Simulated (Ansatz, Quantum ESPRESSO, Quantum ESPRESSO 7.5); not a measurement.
**Complex bands of BN, zinc blende type, lattice constant set to 3.63 Å**

How good a tunnel barrier is BN, zinc blende type, lattice constant set to 3.63 Å?

Calculated with Quantum ESPRESSO 7.5; plane-wave DFT, PBE, GBRV ultrasoft pseudopotentials (cross-check by Ansatz 0.2.0 with PAW datasets).

### 1. Set-up

The structure is cubic, space group F-43m (No. 216). The conventional cell has a = 3.630 Å, b = 3.630 Å, c = 3.630 Å, α = 90.00°, β = 90.00°, γ = 90.00°. Nearest to B lie 4 N at 1.57 Å. N has 4 B at 1.57 Å nearest. Farther neighbours and most contacts between anions are not listed.

### 2. Ground state

pwcond needs a cell whose third axis lies along the current and stands perpendicular to the other two.

Contents of scf.in:

```
&control
  prefix = 'scf'
  outdir = './out'
  pseudo_dir = './pseudo'
  calculation = 'scf'
  tprnfor = .true.
/
&system
  ibrav = 0
  nat = 4
  ntyp = 2
  ecutwfc = 40
  ecutrho = 200
  occupations = 'fixed'
  nbnd = 12
/
&electrons
  conv_thr = 1e-09
  mixing_beta = 0.6
  electron_maxstep = 120
/
ATOMIC_SPECIES
  B   10.8100  b_pbe_v1.4.uspp.F.UPF
  N   14.0070  n_pbe_v1.2.uspp.F.UPF
CELL_PARAMETERS angstrom
  2.56679761570717 0.00000000000000 0.00000000000000
  0.00000000000000 2.56679761570717 0.00000000000000
  0.00000000000000 0.00000000000000 3.63000000000000
ATOMIC_POSITIONS crystal
  B   0.000000000000 0.000000000000 0.000000000000
  N   0.500000000000 0.000000000000 0.250000000000
  B   0.500000000000 0.500000000000 0.500000000000
  N   0.000000000000 0.500000000000 0.750000000000
K_POINTS automatic
  8 8 6 0 0 0
```

On the command line:

```bash
$ OMP_NUM_THREADS=1 mpirun -n 2 pw.x -nk 2 -in scf.in > scf.out
```

Log:

```text
Program PWSCF v.7.5 starts
[citation notice left out]

     Parallel version (MPI & OpenMP), running on       2 processor cores
     Number of MPI processes:                 2
     Threads/MPI process:                     1

     MPI processes distributed on     1 nodes
[...]
Current dimensions of program PWSCF are:
     Max number of different atomic species (ntypx) = 10
     Max number of k-points (npk) =  40000
     Max angular momentum in pseudopotentials (lmaxx) =  4
     Found identity + ( -0.5000 -0.5000 -0.5000) symmetry
     This is a supercell, fractional translations are disabled
     Message from routine setup:
     using ibrav=0 with symmetry is DISCOURAGED, use correct ibrav instead

     K-points division:     npool     =       2
     Subspace diagonalization in iterative solution of the eigenvalue problem:
     a serial algorithm will be used

     G-vector sticks info
     --------------------
     sticks:   dense  smooth     PW     G-vecs:    dense   smooth      PW
     Sum         373     293    101                 7731     5511    1061

     Using Slab Decomposition

     bravais-lattice index     =            0
     lattice parameter (alat)  =       4.8505  a.u.
     unit-cell volume          =     161.3937 (a.u.)^3
     number of atoms/cell      =            4
     number of atomic types    =            2
     number of electrons       =        16.00
     number of Kohn-Sham states=           12
     kinetic-energy cutoff     =      40.0000  Ry
     charge density cutoff     =     200.0000  Ry
     scf convergence threshold =      1.0E-09
     mixing beta               =       0.6000
     number of iterations used =            8  plain     mixing
     Exchange-correlation= SLA  PW   PBE  PBE
                           (   1   4   3   4   0   0   0)

     celldm(1)=   4.850545  celldm(2)=   0.000000  celldm(3)=   0.000000
     celldm(4)=   0.000000  celldm(5)=   0.000000  celldm(6)=   0.000000

     crystal axes: (cart. coord. in units of alat)
               a(1) = (   1.000000   0.000000   0.000000 )
               a(2) = (   0.000000   1.000000   0.000000 )
               a(3) = (   0.000000   0.000000   1.414214 )

     reciprocal axes: (cart. coord. in units 2 pi/alat)
               b(1) = (  1.000000  0.000000  0.000000 )
               b(2) = (  0.000000  1.000000  0.000000 )
               b(3) = (  0.000000  0.000000  0.707107 )

     PseudoPot. # 1 for B  read from file:
     ./pseudo/b_pbe_v1.4.uspp.F.UPF
     Pseudo is Ultrasoft + core correction, Zval =  3.0
     Generated by new atomic code, or converted to UPF format
     Using radial grid of  781 points,  4 beta functions with:
                l(1) =   0
                l(2) =   0
                l(3) =   1
                l(4) =   1
     Q(r) pseudized with  8 coefficients,  rinner =    1.100   1.100   1.100

     PseudoPot. # 2 for N  read from file:
     ./pseudo/n_pbe_v1.2.uspp.F.UPF
     Pseudo is Ultrasoft + core correction, Zval =  5.0
     Generated by new atomic code, or converted to UPF format
     Using radial grid of  729 points,  4 beta functions with:
                l(1) =   0
                l(2) =   0
                l(3) =   1
                l(4) =   1
     Q(r) pseudized with  8 coefficients,  rinner =    0.900   0.900   0.900

     atomic species   valence    mass     pseudopotential
     B                 3.00    10.81000     B ( 1.00)
     N                 5.00    14.00700     N ( 1.00)

      8 Sym. Ops. (no inversion) found

   Cartesian axes

     site n.     atom                  positions (alat units)
         1        B      tau(   1) = (   0.0000000   0.0000000   0.0000000  )
         2        N      tau(   2) = (   0.5000000   0.0000000   0.3535534  )
         3        B      tau(   3) = (   0.5000000   0.5000000   0.7071068  )
         4        N      tau(   4) = (   0.0000000   0.5000000   1.0606602  )

     number of k points=    60
                       cart. coord. in units 2pi/alat
        k(    1) = (   0.0000000   0.0000000   0.0000000), wk =   0.0052083
        k(    2) = (   0.0000000   0.0000000   0.1178511), wk =   0.0104167
        k(    3) = (   0.0000000   0.0000000   0.2357023), wk =   0.0104167
        k(    4) = (   0.0000000   0.0000000  -0.3535534), wk =   0.0052083
        k(    5) = (   0.0000000   0.1250000   0.0000000), wk =   0.0208333
        k(    6) = (   0.0000000   0.1250000   0.1178511), wk =   0.0416667
        k(    7) = (   0.0000000   0.1250000   0.2357023), wk =   0.0416667
        k(    8) = (   0.0000000   0.1250000  -0.3535534), wk =   0.0208333
        k(    9) = (   0.0000000   0.2500000   0.0000000), wk =   0.0208333
        k(   10) = (   0.0000000   0.2500000   0.1178511), wk =   0.0416667
[...]
k(   60) = (  -0.5000000  -0.5000000  -0.3535534), wk =   0.0052083

     Dense  grid:     7731 G-vectors     FFT dimensions: (  24,  24,  32)

     Smooth grid:     5511 G-vectors     FFT dimensions: (  20,  20,  27)

     Estimated max dynamical RAM per process >      12.43 MB

     Estimated total dynamical RAM >      22.97 MB

     Initial potential from superposition of free atoms

     starting charge      15.9994, renormalised to      16.0000
     Starting wfcs are   16 randomized atomic wfcs

     total cpu time spent up to now is        0.3 secs

     per-process dynamical memory:    13.8 Mb

     Self-consistent Calculation

     iteration #  1     ecut=    40.00 Ry     beta= 0.60
     Davidson diagonalization with overlap
     ethr =  1.00E-02,  avg # of iterations =  2.7

     total cpu time spent up to now is        0.5 secs

     total energy              =     -53.30718373 Ry
     estimated scf accuracy    <       0.43435141 Ry

     iteration #  2     ecut=    40.00 Ry     beta= 0.60
[...]
total energy              =     -53.40954319 Ry
     estimated scf accuracy    <       0.07859188 Ry

     iteration #  3     ecut=    40.00 Ry     beta= 0.60
[...]
total energy              =     -53.41973609 Ry
     estimated scf accuracy    <       0.00413779 Ry

     iteration #  4     ecut=    40.00 Ry     beta= 0.60
[...]
total energy              =     -53.42014648 Ry
     estimated scf accuracy    <       0.00087697 Ry

     iteration #  5     ecut=    40.00 Ry     beta= 0.60
[...]
total energy              =     -53.42037838 Ry
     estimated scf accuracy    <       0.00045210 Ry

     iteration #  6     ecut=    40.00 Ry     beta= 0.60
[...]
total energy              =     -53.42045581 Ry
     estimated scf accuracy    <       0.00000055 Ry

     iteration #  7     ecut=    40.00 Ry     beta= 0.60
[...]
total energy              =     -53.42045766 Ry
     estimated scf accuracy    <       0.00000133 Ry

     iteration #  8     ecut=    40.00 Ry     beta= 0.60
[...]
total energy              =     -53.42045782 Ry
     estimated scf accuracy    <       0.00000004 Ry

     iteration #  9     ecut=    40.00 Ry     beta= 0.60
[...]
End of self-consistent calculation

          k = 0.0000 0.0000 0.0000 (   673 PWs)   bands (ev):

    -9.1116  -3.6029   2.1319   6.1181   6.1181  10.9647  10.9647  10.9648
    15.4260  19.7287  19.7288  19.7291

          k = 0.0000 0.0000 0.1179 (   670 PWs)   bands (ev):

    -8.8889  -4.3566   3.0491   6.3378   6.3378  10.3726  10.4242  10.4242
    15.7628  19.3844  20.4550  20.4551

          k = 0.0000 0.0000 0.2357 (   678 PWs)   bands (ev):

    -8.2301  -5.7969   4.9471   6.9809   6.9809   8.9049   9.2379   9.2379
    16.6467  18.6709  21.2003  22.1853

          k = 0.0000 0.0000-0.3536 (   686 PWs)   bands (ev):

    -7.1702  -7.1702   7.0066   7.0066   7.9910   7.9910   7.9910   7.9910
    17.7234  17.7234  22.4117  22.4117

          k = 0.0000 0.1250 0.0000 (   680 PWs)   bands (ev):

    -8.8612  -3.5320   2.3420   5.0693   6.3295   9.8456  10.3390  10.8695
    16.3687  19.9363  19.9366  20.4089

          k = 0.0000 0.1250 0.1179 (   679 PWs)   bands (ev):

    -8.6406  -4.2283   3.0240   5.4839   6.5420   8.7406  10.3886  10.5829
    16.6808  20.0539  20.3663  20.5520

[...]
highest occupied, lowest unoccupied level (ev):    10.9648   15.4259

!    total energy              =     -53.42045783 Ry
     estimated scf accuracy    <          3.6E-10 Ry

     The total energy is the sum of the following terms:
     one-electron contribution =       8.85031059 Ry
     hartree contribution      =       7.26333439 Ry
     xc contribution           =     -17.07022343 Ry
     ewald contribution        =     -52.46387938 Ry

     convergence has been achieved in   9 iterations

     Forces acting on atoms (cartesian axes, Ry/au):

     atom    1 type  1   force =     0.00000000    0.00000000    0.00000000
     atom    2 type  2   force =     0.00000000    0.00000000    0.00000004
     atom    3 type  1   force =     0.00000000    0.00000000    0.00000000
     atom    4 type  2   force =     0.00000000    0.00000000   -0.00000004

     Total force =     0.000000     Total SCF correction =     0.000001
     SCF correction compared to forces is large: reduce conv_thr to get better values

[...]
=------------------------------------------------------------------------------=
   JOB DONE.
=------------------------------------------------------------------------------=
```

Wall time 2.9 s (2 MPI ranks of Arm Neoverse V2, shared host); peak memory 0.11 GiB.

This step gave:

- free energy: -726.8224 eV
- valence top, on the run's zero: 10.96 eV
- conduction bottom, on the run's zero: 15.43 eV
- gap by band count: 4.461 eV

The run needed 9 iterations to bring the estimated error under 1e-09 Ry.

[end of part 1 of 3]

[Logs are printed without paths, hosts, clocks, repeated set-up lines and the standing remarks that a program may print on its own settings, such as how far it seeks lower states.]

[Hosts, paths, dates, database ids (printed as entryN), source tags and the programs' standing remarks are cut or masked in the printed files.]

[Maps of the electrostatic potential energy from Ansatz leave out the sawtooth potential of an applied field or a dipole correction, so their vacuum need not be flat; planar profiles and work functions include it.]
